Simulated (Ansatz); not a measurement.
# InH (model cell, started as rocksalt type): following an unstable mode

Wanted: the energy along a soft mode of InH (model cell, started as rocksalt type) and the structure at the end.

Program: Ansatz 0.2.0. Level of theory: DFT PBE, scalar-relativistic, plane waves, PAW. Results are calculated unless marked as measured.

The structure was built from a prototype and need not be the compound's stable phase.

**1. Set-up**

Symmetry: Fm-3m, No. 225, cubic system. Conventional cell: a = 5.027 Å, b = 5.027 Å, c = 5.027 Å, α = 90.00°, β = 90.00°, γ = 90.00°. Nearest to In lie 6 H at 2.51 Å. H has 6 In at 2.51 Å nearest. Farther neighbours are not listed.

**2. Response at finite wavevector**

The cell comes from relaxations at this level that are not shown. Stability and thermal properties need the whole zone. Linear response on a 4×4×4 q mesh gives force constants as far as a supercell of that size would.

File input.yaml:

```yaml
crystal:
  lattice:
    - [0.0, 2.5135637442, 2.5135637442]
    - [2.5135637442, 0.0, 2.5135637442]
    - [2.5135637442, 2.5135637442, 0.0]
  atoms:
    - { symbol: In, position: [0.0, 0.0, 0.0] }
    - { symbol: H, position: [0.5, 0.5, 0.5] }
kpoints:
  mp_grid: { grid: [16, 16, 16] }
hamiltonian:
  xc: pbe
scf:
  occupations: { method: methfessel_paxton, width: 0.2 }
output:
  eigenvalues: true
phonons:
  method: dfpt
  qmesh: [4, 4, 4]
  temperatures: { t_max: 1000, t_step: 50 }
  qpath:
    path:
      - [[0.0, 0.0, 0.0], [0.5, 0.0, 0.5], [0.625, 0.25, 0.625]]
      - [[0.375, 0.375, 0.75], [0.0, 0.0, 0.0], [0.5, 0.5, 0.5], [0.5, 0.25, 0.75], [0.5, 0.0, 0.5]]
    npoints: 10
```

Run with:

```
> ansatz run input.yaml --threads 4 --pin off --max-ram 7168MiB --backend cpu --events-out ev --progress --plain --runs-dir out
```

Numbers of over 12 decimals in the logs are rounded to 6 here.

The log of the run:

```text
Engine: ansatz 0.2.0, aarch64-unknown-linux-gnu
Pseudopotentials: kind: paw
Pseudopotential: In, paw, valence charge 13, recommended cutoff 420 eV (normal), In.paw.azcp
Pseudopotential: H, paw, valence charge 1, recommended cutoff 420 eV (normal), H.paw.azcp
Functional definition: PBE
  parameter kappa = 0.804
  parameter beta = 0.066725
  exchange = pbe_x(kappa = kappa, mu = beta*pi^2/3)
  correlation = pbe_c(beta = beta)
Crystal: 2 atoms, lattice volume = 31.761 Å³
Basis set: ecut = 420 eV, 609 PW (Γ), exchange–correlation on 48×48×48 points (8 copies of the dense FFT grid, shifted against one another)
Bands: 11, of which v1, the nominal top of the filled ones, is band 7 counted from 1 (6 counted from 0)
Symmetry: 48 space group operations
k-points: 145 of 4096
Non-local potential: In, projectors of the file, l = 0: 2, l = 1: 2, l = 2: 2, l = 3: 2
Non-local potential: H, projectors of the file, l = 0: 2, l = 1: 1
PAW form: soft (Blöchl's): semilocal exchange-correlation on the pseudo side does not see the compensation charge
PAW one-centre angular grid: In, 590 points (default); XC on 64 Gauss nodes
PAW one-centre angular grid: H, 110 points (default); XC on 64 Gauss nodes
Initial density: superposition of atomic densities (neutral atoms: chi_scale 0, normalization atom), corrected by the library's trained network
Initial wavefunctions: pseudopotential atomic-orbital guess
Functional: x = pbe(κ = 0.804, μ = 0.219515), c = pbe(β = 0.066725)
SCF iter   1: F=—  HF=-5612.741577 eV  |F-HF|=—  |Δ(HF+E_count)|=         —  Δρ=4.22e-3  dr2=6.12e-3  ethr=1.77e-3  ⟨swp⟩=4.8  Hψ=8473  notcnv=0
preconditioner: auto → none  [metal: Δε(μ)=0.133 eV  Ē_g=17.224 eV  σ=0.200 eV  W_gap=0.50  n_scr=8 (ndim 8)  ℏωp=24.7 eV  f_vac=0.000  D(μ)=0.58/eV (n_scr^D=0)  sad-step TF]
SCF iter   2: F=—  HF=-5612.739640 eV  |F-HF|=—  |Δ(HF+E_count)|=   1.94e-3  S|Δr|=    0.00e0  Δρ=2.07e-3  dr2=1.71e-3  ethr=4.37e-5  ⟨swp⟩=1.3  Hψ=2801  notcnv=0
SCF iter   3: F=—  HF=-5612.739222 eV  |F-HF|=—  |Δ(HF+E_count)|=   4.19e-4  S|Δr|=    0.00e0  Δρ=4.83e-4  dr2=4.20e-5  ethr=1.22e-5  ⟨swp⟩=1.9  Hψ=1738  notcnv=0
SCF iter   4: F=—  HF=-5612.739213 eV  |F-HF|=—  |Δ(HF+E_count)|=   8.41e-6  S|Δr|=    0.00e0  Δρ=1.29e-4  dr2=4.20e-6  ethr=3.00e-7  ⟨swp⟩=2.0  Hψ=2581  notcnv=0
SCF iter   5: F=—  HF=-5612.739211 eV  |F-HF|=—  |Δ(HF+E_count)|=   1.94e-6  S|Δr|=    0.00e0  Δρ=5.92e-5  dr2=6.48e-7  ethr=3.00e-8  ⟨swp⟩=2.0  Hψ=2400  notcnv=0
SCF iter   6: F=—  HF=-5612.739212 eV  |F-HF|=—  |Δ(HF+E_count)|=   1.15e-6  S|Δr|=    0.00e0  Δρ=2.36e-5  dr2=8.85e-8  ethr=4.63e-9  ⟨swp⟩=2.0  Hψ=2589  notcnv=0
SCF iter   7: F=—  HF=-5612.739212 eV  |F-HF|=—  |Δ(HF+E_count)|=   3.51e-8  S|Δr|=    0.00e0  Δρ=2.19e-6  dr2=6.76e-10  ethr=6.32e-10  ⟨swp⟩=2.0  Hψ=2313  notcnv=0
SCF iter   8: F=-5612.739212 eV  HF=-5612.739212 eV  |F-HF|=1.09e-11  |Δ(HF+E_count)|=  3.22e-10  S|Δr|=    0.00e0  Δρ=1.82e-7  dr2=7.46e-12  ethr=1.00e-12  ⟨swp⟩=5.1  Hψ=7579  notcnv=0
SCF 1 converged in 8 iterations: F = -5612.739212 eV  dr2 = 7.46e-12
  greatest PAW one-centre occupation: 0.983 electrons in one spin orbital (limit 2), on the In atom at site 0 (counted from 0), in its partial waves of l = 2
Initial density: read from a saved state, or passed on in memory by an earlier SCF of this step, an earlier step, the calling program or the single point that the run made first
iter 1 solved again at ethr=5.34e-8 eV; its pass at ethr=3.10e-3 eV (dr2=7.47e-6 eV) is discarded
SCF iter   1: F=—  HF=-5612.739211 eV  |F-HF|=—  |Δ(HF+E_count)|=         —  Δρ=6.51e-7  dr2=8.21e-11  ethr=5.34e-8  ⟨swp⟩=3.4  Hψ=13449  notcnv=0
eigensolver tolerance schedule: the retry pair's looser diagonalisation over-reported the residual by 90998.37 of it (diagonalisation noise at an unbounded share of the residual, at the tolerance the schedule requests for it); recorded, not acted on — ethr = c·dr2/N_el stays at c = 1.0e-1
preconditioner: auto → none  [metal: Δε(μ)=0.129 eV  Ē_g=17.220 eV  σ=0.200 eV  W_gap=0.45  n_scr=8 (ndim 8)  ℏωp=24.7 eV  f_vac=0.000  D(μ)=0.55/eV (n_scr^D=0)]
SCF iter   2: F=—  HF=-5612.739212 eV  |F-HF|=—  |Δ(HF+E_count)|=   1.63e-6  S|Δr|=    0.00e0  Δρ=4.58e-7  dr2=4.66e-11  ethr=1.00e-12  ⟨swp⟩=2.9  Hψ=3274  notcnv=0
SCF iter   3: F=-5612.739212 eV  HF=-5612.739212 eV  |F-HF|=4.55e-12  |Δ(HF+E_count)|=  2.27e-11  S|Δr|=    0.00e0  Δρ=1.94e-7  dr2=7.49e-12  ethr=1.00e-12  ⟨swp⟩=2.6  Hψ=5979  notcnv=0
SCF 2 converged in 3 iterations: F = -5612.739212 eV  dr2 = 7.49e-12
phonons: the bands overlap, so this run is a metal and interpolates without the dipole-dipole term. If the crystal is really an insulator or semiconductor, its LO-TO splitting is missing
NSCF: frozen V_eff on 145 k-points
NSCF: frozen V_eff on 349 k-points
DFPT response loops at q = (0, 0, 0) (fractional): preconditioner auto → Kerker (q_TF=auto, 2.380 Å⁻¹) (partly filled bands, converged f_vac=0.000); β = 1.00, the filter's whole step (`scf.mixing.beta` (0.50) is not read by the response loops under this deck's `scf.mixing.preconditioner`; to damp them name `kerker` or `kerker_dos`, under which they read `scf.mixing.beta`, and type it under 1.00, their step now; both keys bind the ground state too); Broyden in place of MSR1
NSCF: frozen V_eff on 4352 k-points
DFPT response loops at q = (0, 0, 0.25) (fractional): mixed as the last ones told, above
NSCF: frozen V_eff on 2196 k-points
DFPT response loops at q = (0, 0, -0.5) (fractional): mixed as the last ones told, above
NSCF: frozen V_eff on 2320 k-points
DFPT response loops at q = (0, 0.25, 0.25) (fractional): mixed as the last ones told, above
NSCF: frozen V_eff on 8192 k-points
DFPT response loops at q = (0, 0.25, -0.5) (fractional): mixed as the last ones told, above
NSCF: frozen V_eff on 4352 k-points
DFPT response loops at q = (0, 0.25, -0.25) (fractional): mixed as the last ones told, above
NSCF: frozen V_eff on 1242 k-points
DFPT response loops at q = (0, -0.5, -0.5) (fractional): mixed as the last ones told, above
NSCF: frozen V_eff on 2320 k-points
DFPT response loops at q = (0.25, -0.5, -0.25) (fractional): mixed as the last ones told, above
SCF converged after 8 iterations
Stability not checked: this state was not tested for a lower state beside it, because cold or Methfessel-Paxton smearing, or corrected tetrahedra, fill the levels in a way that the test cannot read (fill_not_monotonic; see scf.lower_state_search)
Free energy (F): -5612.739212 eV
Harris-Foulkes:  -5612.739212 eV  (|F-HF|=1.09e-11)
Internal energy: -5612.739613 eV  (E = F + TS)
E sigma→0 (E₀):  -5612.739313 eV
Entropy (-TS):   0.000400 eV (0.200 meV/atom)
Fermi energy:    8.425750 eV
--- Per-component energies (eV) ---
  E_band       = -42.429776
  E_kinetic    = 252.661976
  E_local      = -1145.950645  (includes V_loc(G=0)·N_el)
  E_nonlocal   = 367.495247
  E_hartree    = 446.169045
  E_xc         = -224.433510
  E_vxc        = -110.792293  (∫ρ·V_xc dr)
  E_paw        = -4151.812154  (= ΣΔE_a)
  E_vpaw       = -298.181295  (= ΣTr[D̂ρ^β])
  E_aug_tail   = -0.000963  (compensation charges beyond the density's cutoff)
  E_ewald      = -1156.868610
  E_smearing   = 0.000400  (= −TS)
  E_closure    = 0.000000  (closes the sum)
  Σ components = -5612.739212   (vs F -5612.739212, Δ=0.00e0)
--- Band table (eV; the first three rows and the last of 145) ---
  k-point 0: bands = [... 3 lower, -5.9665, -5.9665, -1.3095, 11.9199, 16.5562, 16.5562, 16.5562, 19.3733]
  k-point 1: bands = [... 3 lower, -5.9672, -5.9672, -1.2374, 11.6814, 16.1758, 16.4676, 16.4676, 19.0113]
  k-point 2: bands = [... 3 lower, -5.9673, -5.9673, -1.0206, 10.9872, 15.3284, 16.2498, 16.2498, 19.0343]
  k-point 144: bands = [... 3 lower, -5.9386, -5.8521, 4.9695, 6.0450, 8.0498, 8.0498, 15.9025, 20.8218]
--- Phonons (Γ-DFPT): 2 representative perturbations + reference (Σ response iterations 6) ---
  ASR residual: 4.168e-5 → 0.000e0 eV/Å²; symmetrization residual: 4.487e-7 eV/Å²
  ASR residual per site (eV/Å²): 4.17e-5 1.01e-5
  Γ frequencies (cm⁻¹): -298.63 -298.63 -298.63 0.00 0.00 0.00
--- Phonons (arbitrary-q DFPT): 8 irreducible q on the 4×4×4 mesh ---
  q = [0.0000, 0.0000, 0.0000] (star 1, of the zone-centre solve; hermiticity 2.74e-6, symmetrization 5.73e-11): -298.63 -298.63 -298.63 -0.00 -0.00 0.00
  q = [0.0000, 0.0000, 0.2500] (star 8, 2 solved perturbations on 2176 of 4096 k-point pairs; hermiticity 8.82e-7, symmetrization 6.50e-8): -459.86 -290.22 -290.22 19.04 19.04 67.53
  q = [0.0000, 0.0000, -0.5000] (star 4, 2 solved perturbations on 1098 of 4096 k-point pairs; hermiticity 6.26e-9, symmetrization 4.05e-9): -903.94 -232.64 -232.64 -20.28 -20.28 105.74
  q = [0.0000, 0.2500, 0.2500] (star 6, 4 solved perturbations in 3616 linear systems a pass and spin channel, the states on 1160 of 4096 k-point pairs; hermiticity 4.19e-7, symmetrization 2.87e-8): -502.49 -502.49 -324.78 36.38 36.38 75.15
  q = [0.0000, 0.2500, -0.5000] (star 24, 4 solved perturbations in 12544 linear systems a pass and spin channel, the states on 4096 of 4096 k-point pairs; hermiticity 3.06e-7, symmetrization 4.94e-8): -704.43 -430.63 -316.38 38.67 57.51 90.12
  q = [0.0000, 0.2500, -0.2500] (star 12, 4 solved perturbations in 6672 linear systems a pass and spin channel, the states on 2176 of 4096 k-point pairs; hermiticity 2.24e-7, symmetrization 4.79e-8): -550.07 -538.44 -253.20 29.80 59.81 87.60
  q = [0.0000, -0.5000, -0.5000] (star 3, 4 solved perturbations in 1940 linear systems a pass and spin channel, the states on 621 of 4096 k-point pairs; hermiticity 1.56e-7, symmetrization 1.60e-8): -928.84 -536.73 -536.73 58.72 58.72 90.12
  q = [0.2500, -0.5000, -0.2500] (star 6, 4 solved perturbations in 3498 linear systems a pass and spin channel, the states on 1160 of 4096 k-point pairs; hermiticity 1.12e-7, symmetrization 1.52e-8): -700.30 -700.30 -507.86 55.38 79.08 79.08
  sum rule: each row above includes the acoustic sum rule's correction from the zone centre's row sums; it moved no ω² by more than (1.65 cm⁻¹)²
  mesh force constants: q→R imaginary residual 1.05e-18; ASR residual 4.168e-5 → 0.000e0 eV/Å²; symmetrization residual 8.882e-16 eV/Å²
  interpolated dispersion: 62 rows × 6 modes
  density of states and harmonic sums: on the 24×24×24 q-mesh, interpolated from the force constants of a 4×4×4 supercell (no non-analytic term)
  largest difference from the sums on the solved wave vectors: F 4.05e-2 eV, S 5.14e-5 and C_V 1.09e-5 eV/K
  zero-point energy: 0.010478 eV/cell   skipped modes (ω ≤ 0): 1275, of them read as no rigid motion or as one in doubt: 1272 (3.046e0 modes/cell left out, lowest -928.84 cm⁻¹)   left out of the sums: 5.08e-1 of the cell's modes: C_V's classical limit lies that fraction below 3 k_B per atom; for a crystal, a wire or a layer, F and S can be off by more, and a phonons.interpolated_qmesh denser along its periods is the remedy for the sampling
```

Wall time 3.2 min (4 threads of Arm Neoverse V2, shared host); peak memory 3.4 GiB.

Reading the cycles: dr2 is the Hartree energy of the density residual (eV), the measure of convergence; HF is the Harris–Foulkes estimate of the energy, which meets the free energy F at convergence.

This step gave:

```
volume per atom                                         : 15.88 Å³
gap on the k-mesh                                       : 0 eV
sum-rule residual before enforcement                    : 4.17e-5 eV/Å²
lowest frequency on the path                            : -928.8 cm⁻¹
point group                                             : m-3m
highest frequency on the path or at a solved wavevector : 105.7 cm⁻¹
highest optical mode at the zone centre (no LO-TO term) : -298.6 cm⁻¹
lowest optical zone-centre mode                         : -298.6 cm⁻¹
lowest mode on the q mesh (acoustic modes at Γ apart)   : -928.8 cm⁻¹
```

Frequencies (cm⁻¹) solved at each irreducible wavevector; negative means imaginary. Frequencies by wavevector, by row:

| q in reciprocal lattice units | star | mode 1 | mode 2 | mode 3 | mode 4 | mode 5 | mode 6 |
| --- | --- | --- | --- | --- | --- | --- | --- |
| 0 0 0 | 1 | -298.6 | -298.6 | -298.6 | 0 | 0 | 0 |
| 0 0 0.25 | 8 | -459.9 | -290.2 | -290.2 | 19 | 19 | 67.5 |
| 0 0 -0.5 | 4 | -903.9 | -232.6 | -232.6 | -20.3 | -20.3 | 105.7 |
| 0 0.25 0.25 | 6 | -502.5 | -502.5 | -324.8 | 36.4 | 36.4 | 75.2 |
| 0 0.25 -0.5 | 24 | -704.4 | -430.6 | -316.4 | 38.7 | 57.5 | 90.1 |
| 0 0.25 -0.25 | 12 | -550.1 | -538.4 | -253.2 | 29.8 | 59.8 | 87.6 |
| 0 -0.5 -0.5 | 3 | -928.8 | -536.7 | -536.7 | 58.7 | 58.7 | 90.1 |
| 0.25 -0.5 -0.25 | 6 | -700.3 | -700.3 | -507.9 | 55.4 | 79.1 | 79.1 |

Interpolated from a 4×4×4 q mesh. Phonon branches along the path, in cm⁻¹:

| point | branch 1 | branch 2 | branch 3 | branch 4 | branch 5 | branch 6 |
| --- | --- | --- | --- | --- | --- | --- |
| Γ | -299 | -299 | -299 | 0 | 0 | 0 |
| halfway | -502 | -502 | -325 | 36 | 36 | 75 |
| X | -929 | -537 | -537 | 59 | 59 | 90 |
| halfway | -880 | -545 | -497 | 56 | 63 | 90 |
| U | -761 | -570 | -396 | 47 | 73 | 86 |
| jump to K | -761 | -570 | -396 | 47 | 73 | 86 |
| halfway | -498 | -408 | -273 | 26 | 42 | 79 |
| Γ | -299 | -299 | -299 | 0 | 0 | 0 |
| halfway | -460 | -290 | -290 | 19 | 19 | 68 |
| L | -904 | -233 | -233 | -20 | -20 | 106 |
| halfway | -750 | -388 | -263 | 30 | 57 | 93 |
| W | -700 | -700 | -508 | 55 | 79 | 79 |
| halfway | -846 | -558 | -504 | 57 | 64 | 89 |
| X | -929 | -537 | -537 | 59 | 59 | 90 |

The phonon branches as a text plot (rows in cm⁻¹):

```
     84 |   **********************          *********************
     41 | ** ************************    *** **     *************
     -2 |****                     ***********  ******
    -45 |
    -88 |
   -131 |   *
   -174 |    **
   -218 |  *                                   *******
   -261 | *                 ***** ***        **     * *
   -304 |**    *                 ************        *
   -347 |  *               *        *      *           *
   -390 |                 *     *                     * *
   -433 |   *            *        **
   -476 |    ** **     **      * *          *          * *
   -519 |      ** *****        **                         *******
   -562 |              **** ***              *          *    **
   -606 |                  **                               *
   -649 |        *                                         *
   -692 |                  *                  *         ***
   -735 |                                             **   *
   -778 |         **     **                          *      *
   -821 |               *                      *    *        *
   -864 |              *                        *  *          *
   -907 |           ***                          **            **
         Γ           X  U|K            Γ         L        W     X
```

Symmetry leaves 8 wavevectors to solve. The lowest mode among them, the acoustic zeros apart, lies at q = (0, -0.5, -0.5) and is imaginary, 928.8i cm⁻¹, so the energy falls along it.

**3. The mode frozen in, largest atomic shift 0 Å**

The mode followed lies at q = (0, 0, -0.5) with frequency 903.9i cm⁻¹, one of the unstable modes though not the softest. At small amplitude the distorted cell has space group no. 166 by a symmetry search on the positions. The undistorted cell that holds it gives the zero of energy on the same k mesh.

System of this step: InH (model cell, started as rocksalt type). It takes space group Fm-3m (No. 225, cubic). Conventional cell: a = 5.027 Å, b = 5.027 Å, c = 5.027 Å, α = 90.00°, β = 90.00°, γ = 90.00°. Nearest to In lie 6 H at 2.51 Å. Nearest to H lie 6 In at 2.51 Å. Farther neighbours are not listed.

File input.yaml:

```yaml
crystal:
  lattice:
    - [0.0, 2.5135637442, 2.5135637442]
    - [-2.5135637442, 2.5135637442, 0.0]
    - [-2.5135637442, -2.5135637442, 5.0271274884]
  atoms:
    - { symbol: In, position: [0.0, 0.5, 0.5] }
    - { symbol: In, position: [0.0, 0.0, 0.0] }
    - { symbol: H, position: [0.5, 0.25, 0.75] }
    - { symbol: H, position: [0.5, 0.75, 0.25] }
kpoints:
  mp_grid: { grid: [15, 15, 15] }
hamiltonian:
  xc: pbe
scf:
  occupations: { method: methfessel_paxton, width: 0.2 }
output:
  forces: true
  stress: true
  eigenvalues: true
```

The log of the run:

```text
[...]
Crystal: 4 atoms, lattice volume = 63.523 Å³
Basis set: ecut = 420 eV, 1219 PW (Γ), exchange–correlation on 48×48×90 points (8 copies of the dense FFT grid, shifted against one another)
Bands: 18, of which v1, the nominal top of the filled ones, is band 14 counted from 1 (13 counted from 0)
Symmetry: 24 space group operations
[...]
k-points: 344 of 3375
[...]
--- Band table (eV; the first three rows and the last of 344) ---
  k-point 0: bands = [... 10 lower, -1.3105, 2.8677, 3.8576, 11.9146, 12.8435, 15.2984, 15.2984, 16.5560]
  k-point 1: bands = [... 10 lower, -1.2900, 2.5965, 4.1627, 11.8466, 12.8611, 15.3059, 15.3059, 16.4432]
  k-point 2: bands = [... 10 lower, -1.2285, 2.1219, 4.7390, 11.6439, 12.9143, 15.3288, 15.3288, 16.1269]
  k-point 343: bands = [... 10 lower, 4.0711, 4.1176, 5.2165, 5.3456, 8.2157, 8.5737, 10.7577, 11.3930]
[key lines of the parts left out:]
SCF converged after 6 iterations
Free energy (F): -11225.479678 eV
Fermi energy:    8.421465 eV
P = ⅓ Tr σ = -0.0029 GPa (-0.029 kbar)
```

It took 3.5 s on 4 threads; peak memory 0.57 GiB; 13 s of CPU time.

This step gave:

- pressure: -0.002932 GPa
- energy from the undistorted cell: 0 meV/atom

The run ends at a pressure of 0.00 GPa.

**4. The mode frozen in, largest atomic shift 0.6 Å**

The atoms are moved along the unstable eigenvector, the largest shift by 0.6 Å, with the cell fixed.

input.yaml, the sections that differ from step 3:

```yaml
crystal:
  lattice:
    - [0.0, 2.5135637442, 2.5135637442]
    - [-2.5135637442, 2.5135637442, 0.0]
    - [-2.5135637442, -2.5135637442, 5.0271274884]
  atoms:
    - { symbol: In, position: [0.0, 0.5, 0.5] }
    - { symbol: In, position: [0.0, 0.0, 0.0] }
    - { symbol: H, position: [0.5689081712, 0.2155459144, 0.6466377432] }
    - { symbol: H, position: [0.4310918288, 0.7844540856, 0.3533622568] }
# kpoints, hamiltonian, scf, output: as in step 3
```

The log of the run:

```text
[...]
Crystal: 4 atoms, lattice volume = 63.523 Å³
Basis set: ecut = 420 eV, 1219 PW (Γ), exchange–correlation on 48×48×90 points (8 copies of the dense FFT grid, shifted against one another)
Bands: 18, of which v1, the nominal top of the filled ones, is band 14 counted from 1 (13 counted from 0)
Symmetry: 12 space group operations
[...]
k-points: 344 of 3375
[...]
--- Band table (eV; the first three rows and the last of 344) ---
  k-point 0: bands = [... 10 lower, -1.5279, 3.2541, 3.4551, 11.1151, 13.9057, 15.1866, 15.1866, 16.6076]
  k-point 1: bands = [... 10 lower, -1.5113, 2.7950, 3.9425, 11.1069, 13.8925, 15.1945, 15.1945, 16.5783]
  k-point 2: bands = [... 10 lower, -1.4621, 2.2839, 4.5369, 11.0797, 13.8561, 15.2184, 15.2184, 16.4492]
  k-point 343: bands = [... 10 lower, 3.7734, 3.8833, 4.9303, 5.5874, 7.9545, 8.9751, 10.4248, 12.0140]
[key lines of the parts left out:]
SCF converged after 6 iterations
Free energy (F): -11225.755427 eV
Fermi energy:    8.432547 eV
P = ⅓ Tr σ = 0.2890 GPa (2.890 kbar)
```

Wall time 3.6 s (4 threads); peak memory 0.57 GiB; 14 s of CPU time.

This step gave:

```
pressure                         : 0.2890 GPa
energy from the undistorted cell : -68.76 meV/atom
```

The energy, extrapolated to zero smearing, is -68.76 meV/atom against the undistorted cell.

The run ends at a pressure of 0.29 GPa, with forces up to 0.0095 eV/Å.

[end of part 1 of 2]

[Logs are printed without paths, hosts, clocks, repeated set-up lines and the standing remarks that a program may print on its own settings, such as how far it seeks lower states.]

[Hosts, paths, dates, database ids (printed as entryN), source tags and the programs' standing remarks are cut or masked in the printed files.]
